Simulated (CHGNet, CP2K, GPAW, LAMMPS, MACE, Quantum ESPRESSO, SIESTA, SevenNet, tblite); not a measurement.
**A faulty Quantum ESPRESSO run on glassy 63SiO2-22Al2O3-15ZnO (mol %) (89 atoms)**

Program: Quantum ESPRESSO 7.5, a calculation on a cell of 17 Si, 12 Al, 4 Zn and 56 O, 12.6 Å³ an atom.

Input file pw.in:

```
&control
  calculation = 'scf'
  pseudo_dir = './pseudo'
  outdir = './tmp'
  disk_io = 'none'
  tprnfor = .true.
  tstress = .true.
/
&system
  ibrav = 0
  nat = 89
  ntyp = 4
  ecutwfc = 60
  ecutrho = 480
  nosym = .true.
  occupations = 'smearing'
  smearing = 'fd'
  degauss = 0.003675
  nbnd = 97
/
&electrons
  conv_thr = 4.5e-07
  electron_maxstep = 50
  mixing_beta = 0.4
  mixing_mode = 'plain'
  diagonalization = 'david'
/
ATOMIC_SPECIES
Si 28.085 Si.upf
Al 26.982 Al.upf
Zn 65.380 Zn.upf
O 15.999 O.upf
CELL_PARAMETERS angstrom
10.38180 0.00000 0.00000
0.00000 10.38180 0.00000
0.00000 0.00000 10.38180
ATOMIC_POSITIONS crystal
Si 0.35603 0.78370 0.69473
Si 0.95919 0.42509 0.86233
Si 0.99278 0.68688 0.48352
Si 0.69972 0.38231 0.00552
Si 0.46196 0.19957 0.64577
Si 0.57059 0.65843 0.52038
Si 0.33498 0.71030 0.15088
Si 0.87305 0.61089 0.21689
Si 0.79230 0.52126 0.63727
Si 0.34931 0.10548 0.92042
[... 75 atom lines left out ...]
O 0.80135 0.91742 0.29348
O 0.36497 0.41640 0.17282
O 0.64687 0.75864 0.43094
O 0.27519 0.87314 0.59625
K_POINTS gamma
```

Command:

```console
$ OMP_NUM_THREADS=1 mpirun -np 2 pw.x -in pw.in > output.txt
```

The log of the run:

```text
Program PWSCF
     gamma-point specific algorithms are used
 %%%%%%%%%%%%%%%%%%%%%%%%%%%%%%%%%%%%%%%%%%%%%%%%%%%%%%%%%%%%%%%%%%%%%%%%%%%%%%
     Error in routine setup (1):
     too few bands
 %%%%%%%%%%%%%%%%%%%%%%%%%%%%%%%%%%%%%%%%%%%%%%%%%%%%%%%%%%%%%%%%%%%%%%%%%%%%%%
```

Elapsed: 0.95 s, on 2 MPI ranks of Arm Neoverse V2, shared host; peak memory 0.16 GiB.

Banners, paths, timers and routine set-up lines are dropped from the logs unmarked, and long logs keep their key lines alone; longer cuts are marked.

Q: Find the fault and mend it.

Too few bands: bands 97. Mend: ask for at least half as many bands as electrons, and some more for the smearing.

The program stopped at the start.

[Also dropped from logs without a mark: logging warnings of Python, and SIESTA's first energy breakdown and zero terms.]

[Logs are printed without paths, hosts, clocks, repeated set-up lines and the standing remarks that a program may print on its own settings, such as how far it seeks lower states.]

[Hosts, paths, dates, database ids (printed as entryN), source tags and the programs' standing remarks are cut or masked in the printed files.]
